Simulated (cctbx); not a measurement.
## From intensities to atoms

Cell a = 4.0010 Å, b = 4.0010 Å, c = 4.0010 Å, α = 90.00°, β = 90.00°, γ = 90.00°; space group Pm-3m (no. 221); content Hf1 Tc3.

Simulated single-crystal data (cctbx): Mo Kα, λ = 0.71073 Å, to d = 0.8 Å, 50 % of the full sphere, strongest reflection 70000 counts, noise from counting, a 6 % proportional error and a noise floor of 4 counts (s.d.); no absorption.

Charge flipping in P1 on plain amplitudes to 0.8 Å, δ = 1.1 σ, 30 % of the reflections treated as weak, 300 cycles:

```text
cycle      R  skewness
    0  0.474     0.39
   25  0.200     3.31
   50  0.209     3.07
   75  0.221     3.01
  100  0.225     3.07
  125  0.236     3.26
  150  0.218     3.16
  175  0.221     3.08
  200  0.237     3.16
  225  0.220     3.03
  250  0.230     3.26
  275  0.227     3.09
origin shift          correlation  skewness
 0.009  0.862  0.779      0.947      1.87
 0.009  0.363  0.278      0.941      2.94
 0.206  0.230  0.184      0.958      5.22
 0.207  0.230  0.684      0.958      5.35
taken: symmetry correlation 0.958, skewness 5.35
peak      x       y       z  mult  height/sigma
Q1    0.0000  0.0000  0.5000    3     11.2
Q2    0.5000  0.5000  0.5000    1      9.2
Q3    0.0000  0.5000  0.5000    3      1.3
Q4    0.2250  0.5000  0.5000    6      0.8
Q5    0.0000  0.0000  0.0000    1      0.7
Q6    0.0000  0.3185  0.3185   12      0.6
Q7    0.1733  0.1733  0.3513   24      0.5
```

The origin is taken among those within 0.04 of the best correlation, by the skewness of the map.

Run time: 1.4 s on 1 thread of Arm Neoverse N1 (shared host), peak memory 0.07 GiB.

**Question.** Which peaks are atoms, and which elements?

Heights follow Z only loosely here, so the multiplicities, which must add up to the content, decide. First model: Q1 = Tc1 (3 in the cell, height 11.2) and Q2 = Hf1 (1 in the cell, height 9.2). Against the true structure, Q1 is Tc and Q2 is Hf; the other peaks are not atoms.

Least squares on F², isotropic:

```text
Rint 0.040, 26 unique reflections to 0.80 A
cycle     R1     wR2    GooF  max shift (A)
   1  0.0687  0.1431   6.861   0.00000
   2  0.0143  0.0416   1.996   0.00000
final R1 0.0143 wR2 0.0416 GooF 1.996  parameters 2  data/parameter 13.0
atom        x        y        z      Ueq    occ   su(xyz)  su(Uiso or U11)
Tc1    0.00000  0.00000  0.50000   0.0107  1.000  0.00000  0.0007
Hf1    0.50000  0.50000  0.50000   0.0111  1.000  0.00000  0.0006
difference map: max 1.05 min -1.25 rms 0.23
Q1    0.0000  0.0000  0.3805    6    1.06  0.48 A from Tc1
Q2    0.2478  0.2478  0.2478    8    0.91  1.73 A from Tc1
Q3    0.5000  0.5000  0.5000    1    0.52  0.00 A from Hf1
Q4    0.3915  0.3915  0.3915    8    0.42  0.75 A from Hf1
Q5    0.1667  0.1667  0.3750   24    0.34  1.07 A from Tc1
```

Anisotropic refinement:

```text
Rint 0.040, 26 unique reflections to 0.80 A
cycle     R1     wR2    GooF  max shift (A)
   1  0.0143  0.0416   2.039   0.00000
   2  0.0103  0.0160   0.783   0.00000
final R1 0.0103 wR2 0.0160 GooF 0.783  parameters 3  data/parameter 8.7
atom        x        y        z      Ueq    occ   su(xyz)  su(Uiso or U11)
Tc1    0.00000  0.00000  0.50000   0.0109  1.000  0.00000  0.0003
Hf1    0.50000  0.50000  0.50000   0.0113  1.000  0.00000  0.0002
difference map: max 0.92 min -1.22 rms 0.19
Q1    0.2526  0.2526  0.2526    8    0.92  1.71 A from Hf1
Q2    0.1191  0.1191  0.3902   24    0.34  0.80 A from Tc1
Q3    0.3855  0.3855  0.3855    8    0.28  0.79 A from Hf1
Q4    0.0000  0.0000  0.5000    3    0.20  0.00 A from Tc1
Q5    0.5000  0.5000  0.5000    1    0.15  0.00 A from Hf1
Q6    0.0000  0.1448  0.1448   12    0.10  1.53 A from Tc1
```

**Reading.** The refinement ends at R1 = 0.0103, wR2 = 0.0160, GooF = 0.78, with difference density between -1.22 and 0.92 e/Å³. Every site matches the true model in element, within 0.001 Å r.m.s., up to an allowed shift of origin.

True model:

| atom | mult. | x | y | z | Ueq (Å²) |
| --- | --- | --- | --- | --- | --- |
| Hf1 | 1 | 0 | 0 | 0 | 0.0115 |
| Tc1 | 3 | 1/2 | 1/2 | 0 | 0.0112 |

The model is made up (kin elements in a known structure type, no relaxation), so it says nothing on whether the phase exists.

[Middle refinement cycles are left out of these outputs.]

[Logs are printed without paths, hosts, clocks, repeated set-up lines and the standing remarks that a program may print on its own settings, such as how far it seeks lower states.]
